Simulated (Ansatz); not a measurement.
# Al6Si (built on the sites of a database entry of SiB6): a soft mode frozen in

Aim: this structure of Al6Si (built on the sites of a database entry of SiB6) is to be tested for unstable modes, and one is followed downhill.

Main program and level: Ansatz 0.2.0; DFT PBEsol, scalar-relativistic, plane waves, PAW.

The structure was built from a prototype and need not be the compound's stable phase.

### 1. Starting point

It takes space group Pm-3m (No. 221, cubic). The conventional cell has a = 6.149 Å, b = 6.149 Å, c = 6.149 Å, α = 90.00°, β = 90.00°, γ = 90.00°. Si has 24 Al at 4.51 Å nearest. Nearest to Al lie 5 Al at 2.43 to 2.63 Å. Farther neighbours are not listed.

### 2. Modes at Γ

The cell comes from relaxations at this level that are not shown. The zone centre is the only wavevector solved here; it holds the modes that light can see, as far as symmetry allows. No field response is asked, since the mesh shows no gap.

input.yaml

```yaml
crystal:
  lattice:
    - [6.1489135354, 0.0, 0.0]
    - [0.0, 6.1489135354, 0.0]
    - [0.0, 0.0, 6.1489135354]
  atoms:
    - { symbol: Si, position: [0.0, 0.0, 0.0] }
    - { symbol: Al, position: [0.1974385139, 0.5, 0.5] }
    - { symbol: Al, position: [0.5, 0.1974385139, 0.5] }
    - { symbol: Al, position: [0.8025614861, 0.5, 0.5] }
    - { symbol: Al, position: [0.5, 0.8025614861, 0.5] }
    - { symbol: Al, position: [0.5, 0.5, 0.1974385139] }
    - { symbol: Al, position: [0.5, 0.5, 0.8025614861] }
kpoints:
  mp_grid: { grid: [6, 6, 6] }
hamiltonian:
  xc: pbesol
scf:
  occupations: { method: methfessel_paxton, width: 0.15 }
output:
  eigenvalues: true
phonons:
  method: dfpt
```

Run with:

```console
ansatz run input.yaml --threads 8 --pin off --max-ram 14336MiB --backend cpu --events-out ev --progress --plain --runs-dir out
```

Numbers of over 12 decimals in the logs are rounded to 6 here.

Log:

```text
zone centre: on kpoints.mp_grid the ground state, and the responses unless they are solved on pairs of k-points, stand on 64 of the mesh's 216 k-points, reduced under 4 symmetry operations, with k and −k counted as one. Each operation leaves every solved displacement unchanged or reverses it
Engine: ansatz 0.2.0, aarch64-unknown-linux-gnu
Pseudopotentials: kind: paw
Pseudopotential: Si, paw, valence charge 4, recommended cutoff 420 eV (normal), Si.paw.azcp
Pseudopotential: Al, paw, valence charge 3, recommended cutoff 420 eV (normal), Al.paw.azcp
Functional definition: PBEsol
  exchange = pbesol_x
  correlation = pbesol_c
Crystal: 7 atoms, lattice volume = 232.485 Å³
Basis set: ecut = 420 eV, 4553 PW (Γ), exchange–correlation on 90×90×90 points (8 copies of the dense FFT grid, shifted against one another)
Bands: 18, of which v1, the nominal top of the filled ones, is band 11 counted from 1 (10 counted from 0)
Symmetry: 48 space group operations
k-points: 64 of 216 (irreducible under 4 space group operations, time reversal used)
Non-local potential: Si, projectors of the file, l = 0: 2, l = 1: 2, l = 2: 2
Non-local potential: Al, projectors of the file, l = 0: 2, l = 1: 2, l = 2: 1
PAW form: soft (Blöchl's): semilocal exchange-correlation on the pseudo side does not see the compensation charge
PAW frozen core: Si, regenerated for the run's functional, and the local potential with it (the file was generated under x = pbe(κ = 0.804, μ = 0.219515), c = pbe(β = 0.066725))
PAW frozen core: Al, regenerated for the run's functional, and the local potential with it (the file was generated under x = pbe(κ = 0.804, μ = 0.219515), c = pbe(β = 0.066725))
PAW one-centre angular grid: Si, 110 points (default); XC on 64 Gauss nodes
PAW one-centre angular grid: Al, 110 points (default); XC on 64 Gauss nodes
Initial density: superposition of atomic densities (neutral atoms: chi_scale 0, normalization atom), corrected by the library's trained network
Initial wavefunctions: pseudopotential atomic-orbital guess
Functional: x = pbesol(κ = 0.804, μ = 0.123457), c = pbesol(β = 0.046)
SCF iter   1: F=—  HF=-3760.556670 eV  |F-HF|=—  |Δ(HF+E_count)|=         —  Δρ=1.06e-2  dr2=1.71e0  ethr=1.77e-3  ⟨swp⟩=7.5  Hψ=7407  notcnv=0
preconditioner: auto → Resta (q_TF=auto, 1.842 Å⁻¹)  ε∞=5.9  [insulator: Δε(μ)=0.137 eV  Ē_g=5.137 eV  σ=0.150 eV  W_gap=0.65  n_scr=26 (ndim 8)  ℏωp=11.4 eV  f_vac=0.000  D(μ)=3.51/eV (n_scr^D=18)  ε∞_Penn≈5.9]
SCF iter   2: F=—  HF=-3760.406562 eV  |F-HF|=—  |Δ(HF+E_count)|=   1.50e-1  S|Δr|=    0.00e0  Δρ=3.64e-3  dr2=1.28e-1  ethr=1.77e-3  ⟨swp⟩=1.2  Hψ=1683  notcnv=0
preconditioner: auto → Kerker (q_TF=auto, 1.842 Å⁻¹)  [metal: Δε(μ)=0.080 eV  Ē_g=5.097 eV  σ=0.150 eV  W_gap=0.40  n_scr=26 (ndim 8)  ℏωp=11.4 eV  f_vac=0.000  D(μ)=6.92/eV (n_scr^D=56)]
SCF iter   3: F=—  HF=-3760.392421 eV  |F-HF|=—  |Δ(HF+E_count)|=   1.41e-2  S|Δr|=    0.00e0  Δρ=1.43e-3  dr2=8.57e-3  ethr=5.81e-4  ⟨swp⟩=1.0  Hψ=1125  notcnv=0
SCF iter   4: F=—  HF=-3760.392031 eV  |F-HF|=—  |Δ(HF+E_count)|=   3.90e-4  S|Δr|=    0.00e0  Δρ=3.95e-4  dr2=1.40e-3  ethr=3.89e-5  ⟨swp⟩=2.3  Hψ=1734  notcnv=0
SCF iter   5: F=—  HF=-3760.392087 eV  |F-HF|=—  |Δ(HF+E_count)|=   5.60e-5  S|Δr|=    0.00e0  Δρ=3.26e-4  dr2=1.74e-3  ethr=6.35e-6  ⟨swp⟩=2.0  Hψ=1578  notcnv=0
SCF iter   6: F=—  HF=-3760.391981 eV  |F-HF|=—  |Δ(HF+E_count)|=   1.06e-4  S|Δr|=    0.00e0  Δρ=1.12e-4  dr2=2.09e-4  ethr=6.35e-6  ⟨swp⟩=1.0  Hψ=1133  notcnv=0
SCF iter   7: F=—  HF=-3760.391968 eV  |F-HF|=—  |Δ(HF+E_count)|=   1.29e-5  S|Δr|=    0.00e0  Δρ=2.90e-5  dr2=1.36e-5  ethr=9.52e-7  ⟨swp⟩=1.0  Hψ=1134  notcnv=0
SCF iter   8: F=—  HF=-3760.391968 eV  |F-HF|=—  |Δ(HF+E_count)|=   6.09e-7  S|Δr|=    0.00e0  Δρ=4.98e-6  dr2=4.06e-7  ethr=6.16e-8  ⟨swp⟩=1.1  Hψ=1134  notcnv=0
SCF iter   9: F=—  HF=-3760.391963 eV  |F-HF|=—  |Δ(HF+E_count)|=   5.39e-6  S|Δr|=    0.00e0  Δρ=5.19e-7  dr2=1.94e-9  ethr=1.85e-9  ⟨swp⟩=1.8  Hψ=1435  notcnv=0
SCF iter  10: F=—  HF=-3760.391963 eV  |F-HF|=—  |Δ(HF+E_count)|=   1.19e-9  S|Δr|=    0.00e0  Δρ=1.41e-7  dr2=1.24e-10  ethr=8.82e-12  ⟨swp⟩=2.1  Hψ=1850  notcnv=0
SCF iter  11: F=-3760.391963 eV  HF=-3760.391963 eV  |F-HF|=0.00e0  |Δ(HF+E_count)|=  1.32e-11  S|Δr|=    0.00e0  Δρ=2.96e-8  dr2=3.62e-12  ethr=1.00e-12  ⟨swp⟩=8.1  Hψ=5683  notcnv=0
SCF 1 converged in 11 iterations: F = -3760.391963 eV  dr2 = 3.62e-12
  greatest PAW one-centre occupation: 0.762 electrons in one spin orbital (limit 2), on the Si atom at site 0 (counted from 0), in its partial waves of l = 0
DFPT response loops at Γ: preconditioner auto → Kerker (q_TF=auto, 1.842 Å⁻¹) (partly filled bands, converged f_vac=0.000); β = 1.00, the filter's whole step (`scf.mixing.beta` (0.50) is not read by the response loops under this deck's `scf.mixing.preconditioner`; to damp them name `kerker` or `kerker_dos`, under which they read `scf.mixing.beta`, and type it under 1.00, their step now; both keys bind the ground state too); Broyden in place of MSR1
SCF converged after 11 iterations
Stability not checked: this state was not tested for a lower state beside it, because cold or Methfessel-Paxton smearing, or corrected tetrahedra, fill the levels in a way that the test cannot read (fill_not_monotonic; see scf.lower_state_search)
Free energy (F): -3760.391963 eV
Harris-Foulkes:  -3760.391963 eV  (|F-HF|=0.00e0)
Internal energy: -3760.385059 eV  (E = F + TS)
E sigma→0 (E₀):  -3760.390237 eV
Entropy (-TS):   -0.006904 eV (-0.986 meV/atom)
Fermi energy:    1.624658 eV
--- Per-component energies (eV) ---
  E_band       = -38.679469
  E_kinetic    = 157.771626
  E_local      = -203.023227  (includes V_loc(G=0)·N_el)
  E_nonlocal   = 92.758217
  E_hartree    = 70.648590
  E_xc         = -277.394235
  E_vxc        = -203.462970  (∫ρ·V_xc dr)
  E_paw        = -3227.104372  (= ΣΔE_a)
  E_vpaw       = -24.020292  (= ΣTr[D̂ρ^β])
  E_aug_tail   = -0.000007  (compensation charges beyond the density's cutoff)
  E_ewald      = -374.188047
  E_core_change = 0.146395  (= ΣΔE_core)
  E_smearing   = -0.006904  (= −TS)
  E_closure    = 0.000000  (closes the sum)
  Σ components = -3760.391963   (vs F -3760.391963, Δ=0.00e0)
--- Band table (eV; the first three rows and the last of 64) ---
  k-point 0: bands = [... 7 lower, -0.9496, 1.6768, 1.6768, 1.6768, 2.0752, 2.0752, 2.0752, 3.5808, ... 3 higher]
  k-point 1: bands = [... 7 lower, -0.6479, 1.3005, 1.3005, 1.7601, 2.0958, 2.2001, 2.2001, 3.3428, ... 3 higher]
  k-point 2: bands = [... 7 lower, 0.4181, 0.8205, 0.8205, 1.9034, 2.1388, 2.3419, 2.3419, 2.9912, ... 3 higher]
  k-point 63: bands = [... 7 lower, -0.2609, 1.5305, 1.5305, 1.5305, 2.6012, 2.6012, 2.6012, 3.8853, ... 3 higher]
--- Phonons (Γ-DFPT): 3 representative perturbations + reference, on 64 of 216 k-points (Σ response iterations 10) ---
  k mesh reduced under 4 symmetry operations, with k and −k counted as one. Each operation leaves every solved displacement unchanged or reverses it
  ASR residual: 2.265e-5 → 0.000e0 eV/Å²; symmetrization residual: 3.762e-7 eV/Å²
  ASR residual per site (eV/Å²): 1.33e-5 2.27e-5 2.27e-5 2.27e-5 2.27e-5 2.27e-5 2.27e-5
  Γ frequencies (cm⁻¹): -143.06 -143.06 -143.06 -69.61 -69.61 -69.61 0.00 0.00 0.00 165.43 165.43 165.43 232.02 232.02 232.02 304.93 304.93 304.93 445.68 445.68 553.47
  non-analytic LO–TO correction: not included (Born effective charges unavailable; polar crystals: no LO–TO splitting at Γ)
```

Run time: 12 s. Hardware: 8 threads of Arm Neoverse V2, shared host; peak memory 1.4 GiB; 89 s of CPU time.

This step gave:

```yaml
volume_per_atom: 33.21 Å³
gap_on_the_k_mesh: 0 eV
sum_rule_residual_before_enforcement: 2.27e-5 eV/Å²
point_group: m-3m
highest_optical_mode_at_the_zone_centre_no_lo_to_term: 553.5 cm⁻¹
lowest_optical_zone_centre_mode: -143.1 cm⁻¹
```

Patterns of degenerate modes are one choice out of their space. Modes at Γ, with each element's share of the kinetic energy (negative means imaginary):

| mode | frequency (cm⁻¹) | symmetry | Si % | Al % |
| --- | --- | --- | --- | --- |
| 1 | -143.1 | T1u | 85 | 15 |
| 2 | -143.1 | T1u | 85 | 15 |
| 3 | -143.1 | T1u | 85 | 15 |
| 4 | -69.6 | T1g | 0 | 100 |
| 5 | -69.6 | T1g | 0 | 100 |
| 6 | -69.6 | T1g | 0 | 100 |
| 7 | 0.0 | acoustic | 15 | 85 |
| 8 | 0.0 | acoustic | 15 | 85 |
| 9 | 0.0 | acoustic | 15 | 85 |
| 10 | 165.4 | T2u | 0 | 100 |
| 11 | 165.4 | T2u | 0 | 100 |
| 12 | 165.4 | T2u | 0 | 100 |
| 13 | 232.0 | T2g | 0 | 100 |
| 14 | 232.0 | T2g | 0 | 100 |
| 15 | 232.0 | T2g | 0 | 100 |
| 16 | 304.9 | T1u | 0 | 100 |
| 17 | 304.9 | T1u | 0 | 100 |
| 18 | 304.9 | T1u | 0 | 100 |
| 19 | 445.7 | Eg | 0 | 100 |
| 20 | 445.7 | Eg | 0 | 100 |
| 21 | 553.5 | A1g | 0 | 100 |

Displacements in mode 3 (-143.1 cm⁻¹), the largest set to 1:
```
Si1  0.02  1.00 -0.55
Al2  0.00 -0.17  0.10
Al3  0.00 -0.17  0.10
Al4  0.00 -0.17  0.10
Al5  0.00 -0.17  0.10
Al6  0.00 -0.17  0.10
Al7  0.00 -0.17  0.10
```

Displacements in mode 6 (-69.6 cm⁻¹), the largest set to 1:
```
Si1  0.00  0.00  0.00
Al2  0.00  0.08 -0.17
Al3 -0.08  0.00 -1.00
Al4  0.00 -0.08  0.17
Al5  0.08  0.00  1.00
Al6  0.17  1.00  0.00
Al7 -0.17 -1.00  0.00
```

Before it was imposed, the acoustic sum rule was missed by 2.3e-5 eV/Å². Small misses are needed for a sound result but don't prove that mesh and cutoff are converged. The lowest optical mode is imaginary, 143.1i cm⁻¹, so the energy falls along it.

### 3. The mode frozen in, largest atomic shift 0 Å

The mode followed lies at Γ with frequency 69.6i cm⁻¹ and is 3-fold degenerate, one of the unstable modes though not the softest. At small amplitude the distorted cell has space group no. 148 by a symmetry search on the positions. The undistorted cell that holds it gives the zero of energy on the same k mesh.

Edit input.yaml of step 2 so:

```diff
@@ -20,4 +20,4 @@
 output:
+  forces: true
+  stress: true
   eigenvalues: true
-phonons:
-  method: dfpt
```

Log:

```text
[...]
Crystal: 7 atoms, lattice volume = 232.485 Å³
Basis set: ecut = 420 eV, 4553 PW (Γ), exchange–correlation on 90×90×90 points (8 copies of the dense FFT grid, shifted against one another)
Bands: 18, of which v1, the nominal top of the filled ones, is band 11 counted from 1 (10 counted from 0)
Symmetry: 48 space group operations
[...]
k-points: 20 of 216
[...]
k-point 0: bands = [... 7 lower, -0.9496, 1.6768, 1.6768, 1.6768, 2.0752, 2.0752, 2.0752, 3.5808, ... 3 higher]
  k-point 1: bands = [... 7 lower, -0.6479, 1.3005, 1.3005, 1.7601, 2.0958, 2.2001, 2.2001, 3.3428, ... 3 higher]
  k-point 2: bands = [... 7 lower, 0.4181, 0.8205, 0.8205, 1.9034, 2.1388, 2.3419, 2.3419, 2.9912, ... 3 higher]
  k-point 19: bands = [... 7 lower, -0.2609, 1.5305, 1.5305, 1.5305, 2.6012, 2.6012, 2.6012, 3.8853, ... 3 higher]
[key lines of the parts left out:]
SCF converged after 9 iterations
Free energy (F): -3760.391963 eV
Fermi energy:    1.624661 eV
P = ⅓ Tr σ = 0.0001 GPa (0.001 kbar)
```

Run time: 0.77 s. Hardware: 8 threads; peak memory 0.62 GiB; 4.8 s of CPU time.

Numbers from this step:

- pressure: 1.04e-4 GPa
- energy from the undistorted cell: 0 meV/atom

The run ends at a pressure of 0.00 GPa, with forces up to 3.4e-4 eV/Å.

### 4. The mode frozen in, largest atomic shift 0.6 Å

The atoms are moved along the unstable eigenvector, the largest shift by 0.6 Å, with the cell fixed.

input.yaml, the sections that differ from step 3:

```yaml
crystal:
  lattice:
    - [6.1489135354, 0.0, 0.0]
    - [0.0, 6.1489135354, 0.0]
    - [0.0, 0.0, 6.1489135354]
  atoms:
    - { symbol: Si, position: [0.0, 0.0, 0.0] }
    - { symbol: Al, position: [0.1974385139, 0.4310017833, 0.4310017833] }
    - { symbol: Al, position: [0.5689982167, 0.1974385139, 0.5689982167] }
    - { symbol: Al, position: [0.8025614861, 0.5689982167, 0.5689982167] }
    - { symbol: Al, position: [0.4310017833, 0.8025614861, 0.4310017833] }
    - { symbol: Al, position: [0.5689982167, 0.4310017833, 0.1974385139] }
    - { symbol: Al, position: [0.4310017833, 0.5689982167, 0.8025614861] }
# kpoints, hamiltonian, scf, output: as in step 3
```

Log:

```text
[...]
Crystal: 7 atoms, lattice volume = 232.485 Å³
Basis set: ecut = 420 eV, 4553 PW (Γ), exchange–correlation on 90×90×90 points (8 copies of the dense FFT grid, shifted against one another)
Bands: 18, of which v1, the nominal top of the filled ones, is band 11 counted from 1 (10 counted from 0)
Symmetry: 6 space group operations
[...]
k-points: 40 of 216
[...]
k-point 0: bands = [... 7 lower, -0.2798, 1.6956, 1.6956, 1.9918, 1.9918, 2.0325, 2.4978, 3.2853, ... 3 higher]
  k-point 1: bands = [... 7 lower, -0.1265, 1.1270, 1.4769, 1.9435, 2.1880, 2.3360, 2.5069, 3.1657, ... 3 higher]
  k-point 2: bands = [... 7 lower, 0.5162, 0.8241, 1.0299, 2.2500, 2.3072, 2.5354, 2.6374, 2.8183, ... 3 higher]
  k-point 39: bands = [... 7 lower, -0.0685, 2.2189, 2.2189, 2.5393, 3.0119, 3.0119, 3.0638, 3.6420, ... 3 higher]
[key lines of the parts left out:]
SCF converged after 8 iterations
Free energy (F): -3760.607740 eV
Fermi energy:    1.882463 eV
P = ⅓ Tr σ = -5.1953 GPa (-51.953 kbar)
```

It took 1.2 s on 8 threads; peak memory 0.67 GiB; 8.1 s of CPU time.

Numbers from this step:

* pressure: -5.195 GPa
* energy from the undistorted cell: -31.03 meV/atom

The energy, extrapolated to zero smearing, is -31.03 meV/atom against the undistorted cell.

The run ends at a pressure of -5.20 GPa, with forces up to 0.48 eV/Å.

### 5. Energy along the mode, all amplitudes (two of the runs are shown above)

An imaginary frequency means negative curvature, so the energy should fall and then rise again as anharmonic terms take over.

This step gave:

```yaml
depth_at_the_lowest_point_sampled: 31.03 meV/atom
largest_atomic_shift_at_that_point: 0.6 Å
```

Energy from the parent against largest atomic shift:

| largest atomic shift (Å) | energy from the parent (meV/atom) |
| --- | --- |
| 0.000 | 0 |
| 0.040 | -0.321 |
| 0.080 | -1.25 |
| 0.140 | -3.58 |
| 0.220 | -7.79 |
| 0.320 | -14.0 |
| 0.450 | -23.6 |
| 0.600 | -31.0 |

Displacement at unit largest shift by atom:

| atom | x (Å) | y (Å) | z (Å) | size |
| --- | --- | --- | --- | --- |
| Si1 | 0.000 | 0.000 | 0.000 | 0.000 |
| Al2 | 0.000 | -0.707 | -0.707 | 1.000 |
| Al3 | 0.707 | 0.000 | 0.707 | 1.000 |
| Al4 | 0.000 | 0.707 | 0.707 | 1.000 |
| Al5 | -0.707 | 0.000 | -0.707 | 1.000 |
| Al6 | 0.707 | -0.707 | 0.000 | 1.000 |
| Al7 | -0.707 | 0.707 | 0.000 | 1.000 |

The lowest of the steps tried is the last one, at 0.6 Å, 31.0 meV/atom below the parent; the bottom of the well need not coincide with a step.

[end of part 1 of 2]

[Logs are printed without paths, hosts, clocks, repeated set-up lines and the standing remarks that a program may print on its own settings, such as how far it seeks lower states.]

[Hosts, paths, dates, database ids (printed as entryN), source tags and the programs' standing remarks are cut or masked in the printed files.]
